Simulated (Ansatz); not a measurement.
# Changed inputs in constrained RPA: RuF2 (1T sheet)

Aim: hold the target of a cRPA run on RuF2 (1T sheet) and move one thing at a time.

Method: constrained RPA on LDA, plane waves, PAW, in Ansatz 0.2.0.

**1. The starting structure**

The cell holds 3 atoms: 1 Ru and 2 F. Its edges and angles: a = 3.179 Å, b = 3.179 Å, c = 28.981 Å, α = 90.0°, β = 90.0°, γ = 120.0°. Vacuum lies along c.

The structure was relaxed with LDA. The structure was generated from a model, not taken from a measurement. The runs that relaxed it are not among those shown. The program's search for lower electronic states was switched off, so nothing shows that the state found is the lowest. The default PAW set here is soft_2. Its files were made with PBE. The Coulomb interaction is cut off across the vacuum.

**2. Base: Ru eg, bands c1 to c2, 6×6×1 mesh, medium accuracy**

Constrained RPA screens the interaction with every transition except those inside the target bands, which a later many-body model would treat itself.

File input.yaml:

```yaml
crystal:
  lattice:
    - [0.0, 2.24804729, 2.24804729]
    - [2.24804729, -2.24804729, 0.0]
    - [16.73236119, 16.73236119, -16.73236119]
  atoms:
    - { symbol: Ru, position: [0.0, 0.0, 0.320735268] }
    - { symbol: F, position: [0.3333333333, 0.6666666667, 0.3532931425] }
    - { symbol: F, position: [0.6666666667, 0.3333333333, 0.2881773934] }
  periodic: [true, true, false]
kpoints:
  mp_grid: { grid: [12, 12, 1] }
hamiltonian:
  xc: lda
scf:
  occupations: { method: gaussian, width: 0.08 }
  n_extra_bands: 19
  max_iter: 150
  lower_state_search: "off"
output:
  crpa:
    kmesh: [6, 6, 1]
    target_bands: [c1, c2]
    projections: [{ species: Ru, l: d, shell: 4, orbitals: [dz2, dx2-y2] }]
  local_orbitals:
    kmesh: [12, 12, 1]
    orbitals: [{ species: Ru, l: d, shell: 4, orbitals: [dz2, dx2-y2] }]
    window: { bands: [c1, c2] }
    seedname: lo
```

Run with:

```bash
$ ansatz run input.yaml --threads 4 --pin off --max-ram 14745MiB --backend cpu --events-out ev --progress --plain --runs-dir out
```

Numbers of over 12 decimals in the logs are rounded to 6 here.

The program printed:

```text
scf.n_extra_bands = 19 over 15 filled bands (N_el = 30.0): the run solves 34 bands
Engine: ansatz 0.2.0, aarch64-unknown-linux-gnu
Pseudopotentials: kind: paw
Pseudopotential: Ru, paw, valence charge 16, recommended cutoff 420 eV (normal), Ru.paw.azcp
Pseudopotential: F, paw, valence charge 7, recommended cutoff 420 eV (normal), F.paw.azcp
Functional definition: SPW92
  exchange = slater_x
  correlation = pw_c
Crystal: 3 atoms, lattice volume = 253.682 Å³
Basis set: ecut = 420 eV, 4981 PW (Γ)
Bands: 34, of which v1, the nominal top of the filled ones, is band 15 counted from 1 (14 counted from 0)
Symmetry: 12 space group operations
Space group: P-3m1 (ITA 164), of the structure as read, at distance tolerance 6.3e-5 Å
k-points: 19 of 144
Non-local potential: Ru, projectors of the file, l = 0: 3, l = 1: 2, l = 2: 2, l = 3: 1
Non-local potential: F, projectors of the file, l = 0: 2, l = 1: 2, l = 2: 1
PAW form: soft (Blöchl's): semilocal exchange-correlation on the pseudo side does not see the compensation charge
PAW frozen core: Ru, regenerated for the run's functional, and the local potential with it (the file was generated under x = pbe(κ = 0.804, μ = 0.219515), c = pbe(β = 0.066725))
PAW frozen core: F, regenerated for the run's functional, and the local potential with it (the file was generated under x = pbe(κ = 0.804, μ = 0.219515), c = pbe(β = 0.066725))
PAW one-centre angular grid: Ru, 590 points (default); XC on 64 Gauss nodes
PAW one-centre angular grid: F, 110 points (default); XC on 64 Gauss nodes
Initial density: superposition of atomic densities (neutral atoms: chi_scale 0, normalization atom), corrected by the library's trained network
Initial wavefunctions: pseudopotential atomic-orbital guess
Functional: x = slater, c = lda
SCF iter   1: F=—  HF=-7342.392020 eV  |F-HF|=—  |Δ(HF+E_count)|=         —  Δρ=7.88e-3  dr2=1.05e-1  ethr=1.77e-3  ⟨swp⟩=9.6  Hψ=4311  notcnv=0  defer=143
preconditioner: auto → none  [insulator: Δε(μ)=0.823 eV  Ē_g=18.139 eV  σ=0.080 eV  W_gap=1.00  n_scr=16 (ndim 8)  ℏωp=10.9 eV  f_vac=0.838  D(μ)=0.00/eV (n_scr^D=0)  ε∞_Penn≈1.4]
SCF iter   2: F=—  HF=-7342.373653 eV  |F-HF|=—  |Δ(HF+E_count)|=   1.84e-2  Δρ=4.95e-3  dr2=3.87e-2  ethr=3.50e-4  ⟨swp⟩=3.0  Hψ=1212  notcnv=0  defer=279
SCF iter   3: F=—  HF=-7342.365114 eV  |F-HF|=—  |Δ(HF+E_count)|=   8.54e-3  Δρ=1.40e-3  dr2=3.74e-3  ethr=1.29e-4  ⟨swp⟩=3.2  Hψ=793  notcnv=0  defer=279
SCF iter   4: F=—  HF=-7342.364798 eV  |F-HF|=—  |Δ(HF+E_count)|=   3.17e-4  Δρ=5.64e-4  dr2=3.34e-4  ethr=1.25e-5  ⟨swp⟩=2.7  Hψ=1049  notcnv=0  defer=265
SCF iter   5: F=—  HF=-7342.365047 eV  |F-HF|=—  |Δ(HF+E_count)|=   2.49e-4  Δρ=7.15e-5  dr2=6.07e-6  ethr=1.11e-6  ⟨swp⟩=2.9  Hψ=758  notcnv=0  defer=265
SCF iter   6: F=—  HF=-7342.365064 eV  |F-HF|=—  |Δ(HF+E_count)|=   1.72e-5  Δρ=1.55e-5  dr2=2.17e-7  ethr=2.02e-8  ⟨swp⟩=3.1  Hψ=879  notcnv=0  defer=272
SCF iter   7: F=-7342.365065 eV  HF=-7342.365065 eV  |F-HF|=5.51e-10  |Δ(HF+E_count)|=   7.28e-7  Δρ=4.48e-6  dr2=2.12e-8  ethr=3.33e-10  ⟨swp⟩=24.4  Hψ=6591  notcnv=0
SCF 1 converged in 7 iterations: F = -7342.365065 eV  dr2 = 2.12e-8
[...]
NSCF: frozen V_eff on 22 k-points
NSCF: frozen V_eff on 7 k-points
[...]
cRPA screening: q 1/36
cRPA screening: q 2/36
cRPA screening: q 8/36 (q-point 3)
cRPA screening: q 14/36 (q-point 4)
cRPA screening: q 17/36 (q-point 8)
cRPA screening: q 23/36 (q-point 9)
cRPA screening: q 35/36 (q-point 15)
SCF converged after 7 iterations
Free energy (F): -7342.365065 eV
Harris-Foulkes:  -7342.365065 eV  (|F-HF|=5.51e-10)
Internal energy: -7342.365065 eV  (E = F + TS)
E sigma→0 (E₀):  -7342.365065 eV
Fermi energy:    -4.653738 eV
--- Per-component energies (eV) ---
  E_band       = -750.070810
  E_kinetic    = 924.813594
  E_local      = -61803.757648  (includes V_loc(G=0)·N_el)
  E_nonlocal   = 507.141824
  E_hartree    = 30209.453582
  E_xc         = -341.635843
  E_vxc        = -435.776275  (∫ρ·V_xc dr)
  E_paw        = -3718.439060  (= ΣΔE_a)
  E_vpaw       = -361.403810  (= ΣTr[D̂ρ^β])
  E_aug_tail   = 0.004022  (compensation charges beyond the density's cutoff)
  E_ewald      = 26879.256275
  E_core_change = 0.798188  (= ΣΔE_core)
  E_smearing   = -0.000000  (= −TS)
  E_closure    = 0.000000  (closes the sum)
  Σ components = -7342.365065   (vs F -7342.365065, Δ=0.00e0)
--- Band table (eV; the first three rows and the last of 19) ---
  k-point 0: bands = [... 11 lower, -11.5264, -6.1987, -6.1987, -5.0195, -3.2844, -3.2844, -2.7720, -0.9866 (-0.9866°), ... 15 higher]
  k-point 1: bands = [... 11 lower, -11.4831, -6.1872, -6.1182, -5.0380, -3.4469, -3.3018, -2.5590, -0.7894 (-0.7895°), ... 15 higher]
  k-point 2: bands = [... 11 lower, -11.3877, -6.1643, -5.9137, -5.1097, -3.7868, -3.3406, -1.9389, -0.3040 (-0.3040°), ... 15 higher]
  k-point 18: bands = [... 11 lower, -12.0627, -5.8455, -5.5894, -5.5894, -3.9028, -3.9028, 3.9346, 4.1308, ... 15 higher]
  ° read free of the cell's end (the report's vacuum.weakly_bound_levels)
  °? not known for the slab's own: over its row's bound_up_to_ev there, or no deeper under its free states than its continued_xc_part_ev in size
--- cRPA (band scheme, projected local orbitals): target bands 16..17 (1-based), 2 Wannier function(s), 6×6×1 mesh, 34 bands' worth read of 39 solved, ecut_chi 136.0 eV, v(q+G=0) probe_charge, pair densities all_electron ---
  bands read: the sum over 34 bands ends inside a degenerate multiplet in 3 slots, whose members it reads at an even weight; the widest, k=0: bands 34 to 35 (counted from 1) at 1/2 each
  χ-basis size per q: N_G = 817..939
  window electrons = 0.0000, filled by tetrahedron_uncorrected; constrained ε̄⁻¹(q = 0, 0) head = 0.717730; min gauge Gram eig = 0.6739
  Kanamori averages over each shell's own Wannier functions (sites counted from 0, functions from 1):
    Site 0, 4D, 2 of 5 d orbitals (Wannier functions 1, 2; wannier90's mr 1, 4):
      screened: U = 4.3218 eV, U' = 3.4899 eV, J = 0.4159 eV
      screened, to within: U = 1.0e-2 eV, U' = 1.0e-2 eV, J = 9.8e-4 eV
      bare: V = 13.9357 eV, V' = 12.6402 eV, J = 0.6478 eV
  Hermiticity witness max|P − P†| over intra, direct and exchange elements: 1.78e-15 eV (screened), 1.78e-15 eV (bare)
  Reality witness max|Im| over intra, direct and exchange elements: 4.20e-17 eV (screened), 3.17e-17 eV (bare)
```

The job ended after 52 s (4 threads of Arm Neoverse V1, shared host; peak memory 1.4 GiB; 3.3 min of CPU time).

This step gave:

- U: 4.322 eV
- U prime (inter-orbital): 3.490 eV
- J: 0.4159 eV
- bare V: 13.94 eV
- bare J: 0.6478 eV
- stated bound on U: 0.009980 eV
- U over bare V: 0.3101
- electrons in the window: 0
- head of the constrained inverse dielectric matrix: 0.7177
- least eigenvalue of the projection's overlap: 0.6739
- target functions: 2
- bands in the sums: 34
- r.m.s. miss of the model bands: 2.15e-4 eV
- width of the target bands: 0.9906 eV
- weight of the projected orbitals in the window: 0.7589

On the Ru eg shell, screening brings the on-site interaction from 13.9 eV down to U = 4.32 eV.

**3. Changed: 9×9×1 mesh**

input.yaml, as its differences from that of step 2:

```diff
@@ -21,9 +21,4 @@
   crpa:
-    kmesh: [6, 6, 1]
+    kmesh: [9, 9, 1]
     target_bands: [c1, c2]
     projections: [{ species: Ru, l: d, shell: 4, orbitals: [dz2, dx2-y2] }]
-  local_orbitals:
-    kmesh: [12, 12, 1]
-    orbitals: [{ species: Ru, l: d, shell: 4, orbitals: [dz2, dx2-y2] }]
-    window: { bands: [c1, c2] }
-    seedname: lo
```

The program printed:

```text
[...]
Crystal: 3 atoms, lattice volume = 253.682 Å³
Basis set: ecut = 420 eV, 4981 PW (Γ)
Bands: 34, of which v1, the nominal top of the filled ones, is band 15 counted from 1 (14 counted from 0)
Symmetry: 12 space group operations
[...]
k-points: 19 of 144
[...]
SCF iter   1: F=—  HF=-7342.392020 eV  |F-HF|=—  |Δ(HF+E_count)|=         —  Δρ=7.88e-3  dr2=1.05e-1  ethr=1.77e-3  ⟨swp⟩=9.6  Hψ=4311  notcnv=0  defer=143
[...]
SCF iter   7: F=-7342.365065 eV  HF=-7342.365065 eV  |F-HF|=5.51e-10  |Δ(HF+E_count)|=   7.28e-7  Δρ=4.48e-6  dr2=2.12e-8  ethr=3.33e-10  ⟨swp⟩=24.4  Hψ=6591  notcnv=0
SCF 1 converged in 7 iterations: F = -7342.365065 eV  dr2 = 2.12e-8
[...]
NSCF: frozen V_eff on 12 k-points
[...]
cRPA screening: q 1/81
cRPA screening: q 2/81
cRPA screening: q 8/81 (q-point 3)
cRPA screening: q 14/81 (q-point 4)
cRPA screening: q 20/81 (q-point 5)
[...]
Internal energy: -7342.365065 eV  (E = F + TS)
E sigma→0 (E₀):  -7342.365065 eV
Fermi energy:    -4.653738 eV
[...]
--- Band table (eV; the first three rows and the last of 19) ---
  k-point 0: bands = [... 11 lower, -11.5264, -6.1987, -6.1987, -5.0195, -3.2844, -3.2844, -2.7720, -0.9866 (-0.9866°), ... 15 higher]
  k-point 1: bands = [... 11 lower, -11.4831, -6.1872, -6.1182, -5.0380, -3.4469, -3.3018, -2.5590, -0.7894 (-0.7895°), ... 15 higher]
  k-point 2: bands = [... 11 lower, -11.3877, -6.1643, -5.9137, -5.1097, -3.7868, -3.3406, -1.9389, -0.3040 (-0.3040°), ... 15 higher]
  k-point 18: bands = [... 11 lower, -12.0627, -5.8455, -5.5894, -5.5894, -3.9028, -3.9028, 3.9346, 4.1308, ... 15 higher]
  ° read free of the cell's end (the report's vacuum.weakly_bound_levels)
[...]
χ-basis size per q: N_G = 817..939
[...]
Site 0, 4D, 2 of 5 d orbitals (Wannier functions 1, 2; wannier90's mr 1, 4):
      screened: U = 4.3085 eV, U' = 3.4774 eV, J = 0.4156 eV
      screened, to within: U = 8.1e-3 eV, U' = 8.1e-3 eV, J = 8.2e-4 eV
      bare: V = 13.9139 eV, V' = 12.6194 eV, J = 0.6472 eV
[...]
[key lines of the parts left out:]
SCF converged after 7 iterations
Free energy (F): -7342.365065 eV
```

Wall time 2.3 min (4 threads); peak memory 1.6 GiB.

Numbers from this step:

| Quantity | Value |
| --- | --- |
| U | 4.309 eV |
| U prime (inter-orbital) | 3.477 eV |
| J | 0.4156 eV |
| bare V | 13.91 eV |
| bare J | 0.6472 eV |
| stated bound on U | 0.008011 eV |
| U over bare V | 0.3097 |
| electrons in the window | 0 |
| head of the constrained inverse dielectric matrix | 0.7341 |
| least eigenvalue of the projection's overlap | 0.6683 |
| target functions | 2 |
| bands in the sums | 34 |
| width of the target bands | 0.9906 eV |
| weight of the projected orbitals in the window | 0.7589 |

On the Ru eg shell, screening brings the on-site interaction from 13.9 eV down to U = 4.31 eV.

**4. Changed: 3×3×1 mesh**

input.yaml, as its differences from that of step 3:

```diff
@@ -21,3 +21,3 @@
   crpa:
-    kmesh: [9, 9, 1]
+    kmesh: [3, 3, 1]
     target_bands: [c1, c2]
```

The program printed:

```text
[...]
Crystal: 3 atoms, lattice volume = 253.682 Å³
Basis set: ecut = 420 eV, 4981 PW (Γ)
Bands: 34, of which v1, the nominal top of the filled ones, is band 15 counted from 1 (14 counted from 0)
Symmetry: 12 space group operations
[...]
k-points: 19 of 144
[...]
° read free of the cell's end (the report's vacuum.weakly_bound_levels)
[...]
χ-basis size per q: N_G = 817..939
[...]
Site 0, 4D, 2 of 5 d orbitals (Wannier functions 1, 2; wannier90's mr 1, 4):
      screened: U = 4.3846 eV, U' = 3.5427 eV, J = 0.4210 eV
      screened, to within: U = 9.2e-3 eV, U' = 9.2e-3 eV, J = 8.8e-4 eV
      bare: V = 14.1597 eV, V' = 12.8513 eV, J = 0.6542 eV
[...]
[key lines of the parts left out:]
SCF converged after 7 iterations
Free energy (F): -7342.365065 eV
Fermi energy:    -4.653738 eV
```

Wall time 17 s (4 threads); peak memory 1.3 GiB.

Numbers from this step:

```
U                                                 : 4.385 eV
U prime (inter-orbital)                           : 3.543 eV
J                                                 : 0.4210 eV
bare V                                            : 14.16 eV
bare J                                            : 0.6542 eV
stated bound on U                                 : 0.009166 eV
U over bare V                                     : 0.3097
electrons in the window                           : 0
head of the constrained inverse dielectric matrix : 0.6955
least eigenvalue of the projection's overlap      : 0.6739
target functions                                  : 2
bands in the sums                                 : 34
width of the target bands                         : 0.9906 eV
weight of the projected orbitals in the window    : 0.7589
```

On the Ru eg shell, screening brings the on-site interaction from 14.2 eV down to U = 4.38 eV.

**5. Changed: smooth pair densities**

input.yaml, as its differences from that of step 4:

```diff
@@ -21,4 +21,5 @@
   crpa:
-    kmesh: [3, 3, 1]
+    kmesh: [6, 6, 1]
     target_bands: [c1, c2]
     projections: [{ species: Ru, l: d, shell: 4, orbitals: [dz2, dx2-y2] }]
+    pair_densities: pseudo
```

The program printed:

```text
[...]
Crystal: 3 atoms, lattice volume = 253.682 Å³
Basis set: ecut = 420 eV, 4981 PW (Γ)
Bands: 34, of which v1, the nominal top of the filled ones, is band 15 counted from 1 (14 counted from 0)
Symmetry: 12 space group operations
[...]
k-points: 19 of 144
[...]
° read free of the cell's end (the report's vacuum.weakly_bound_levels)
[...]
χ-basis size per q: N_G = 817..939
[...]
Site 0, 4D, 2 of 5 d orbitals (Wannier functions 1, 2; wannier90's mr 1, 4):
      screened: U = 4.3396 eV, U' = 3.4872 eV, J = 0.4262 eV
      screened, to within: U = 2.2e-3 eV, U' = 2.2e-3 eV, J = 2.2e-4 eV
      screened, sum over states alone: U = 4.8069 eV, U' = 3.7406 eV, J = 0.5332 eV
      bare: V = 13.9357 eV, V' = 12.6402 eV, J = 0.6478 eV
[...]
[key lines of the parts left out:]
SCF converged after 7 iterations
Free energy (F): -7342.365065 eV
Fermi energy:    -4.653738 eV
```

The job ended after 49 s (4 threads; peak memory 1.4 GiB; 3 min of CPU time).

Numbers from this step:

```yaml
u: 4.340 eV
u_prime_inter_orbital: 3.487 eV
j: 0.4262 eV
bare_v: 13.94 eV
bare_j: 0.6478 eV
stated_bound_on_u: 0.002149 eV
u_over_bare_v: 0.3114
electrons_in_the_window: 0
head_of_the_constrained_inverse_dielectric_matrix: 0.7179
least_eigenvalue_of_the_projection_s_overlap: 0.6739
target_functions: 2
bands_in_the_sums: 34
width_of_the_target_bands: 0.9906 eV
weight_of_the_projected_orbitals_in_the_window: 0.7589
```

On the Ru eg shell, screening brings the on-site interaction from 13.9 eV down to U = 4.34 eV.

**6. Changed: accuracy high**

input.yaml, as its differences from that of step 5:

```diff
@@ -24,2 +24,2 @@
     projections: [{ species: Ru, l: d, shell: 4, orbitals: [dz2, dx2-y2] }]
-    pair_densities: pseudo
+    accuracy: high
```

The program printed:

```text
[...]
Crystal: 3 atoms, lattice volume = 253.682 Å³
Basis set: ecut = 420 eV, 4981 PW (Γ)
Bands: 34, of which v1, the nominal top of the filled ones, is band 15 counted from 1 (14 counted from 0)
Symmetry: 12 space group operations
[...]
k-points: 19 of 144
[...]
° read free of the cell's end (the report's vacuum.weakly_bound_levels)
[...]
χ-basis size per q: N_G = 817..939
[...]
Site 0, 4D, 2 of 5 d orbitals (Wannier functions 1, 2; wannier90's mr 1, 4):
      screened: U = 4.3223 eV, U' = 3.4905 eV, J = 0.4159 eV
      screened, to within: U = 9.1e-4 eV, U' = 9.1e-4 eV, J = 6.5e-5 eV
      bare: V = 13.9357 eV, V' = 12.6402 eV, J = 0.6478 eV
[...]
[key lines of the parts left out:]
SCF converged after 7 iterations
Free energy (F): -7342.365065 eV
Fermi energy:    -4.653738 eV
```

Wall time 69 s (4 threads); peak memory 1.5 GiB; 4.3 min of CPU time.

This step gave:

```yaml
u: 4.322 eV
u_prime_inter_orbital: 3.491 eV
j: 0.4159 eV
bare_v: 13.94 eV
bare_j: 0.6478 eV
stated_bound_on_u: 9.08e-4 eV
u_over_bare_v: 0.3102
electrons_in_the_window: 0
head_of_the_constrained_inverse_dielectric_matrix: 0.7177
least_eigenvalue_of_the_projection_s_overlap: 0.6739
target_functions: 2
bands_in_the_sums: 34
width_of_the_target_bands: 0.9906 eV
weight_of_the_projected_orbitals_in_the_window: 0.7589
```

On the Ru eg shell, screening brings the on-site interaction from 13.9 eV down to U = 4.32 eV.

**7. Changed: more bands than orbitals**

input.yaml, as its differences from that of step 6:

```diff
@@ -22,4 +22,3 @@
     kmesh: [6, 6, 1]
-    target_bands: [c1, c2]
+    target_bands: [c1, c3]
     projections: [{ species: Ru, l: d, shell: 4, orbitals: [dz2, dx2-y2] }]
-    accuracy: high
```

The program printed:

```text
Error: invalid value for `output.crpa.projections`: 2 orbital(s) selected but the target window spans 3 band(s); name one orbital per band of it
```

Elapsed: 0.11 s, on 4 threads; peak memory 0.082 GiB.

The input was rejected at the start.

The program's message: “Error: invalid value for `output.crpa.projections`: 2 orbital(s) selected but the target window spans 3 band(s); name one orbital per band of it”

The fault put into this input: more bands than orbitals.

[end of part 1 of 2]

[Paths, hosts, dates, memory and timing lines, banners, echoed tables and standing remarks are left out of the program output.]

[Logs are printed without paths, hosts, clocks, repeated set-up lines and the standing remarks that a program may print on its own settings, such as how far it seeks lower states.]

[Runs of the session that timed out or met a known fault of the program may be left out.]

[Hosts, paths, dates, database ids (printed as entryN), source tags and the programs' standing remarks are cut or masked in the printed files.]
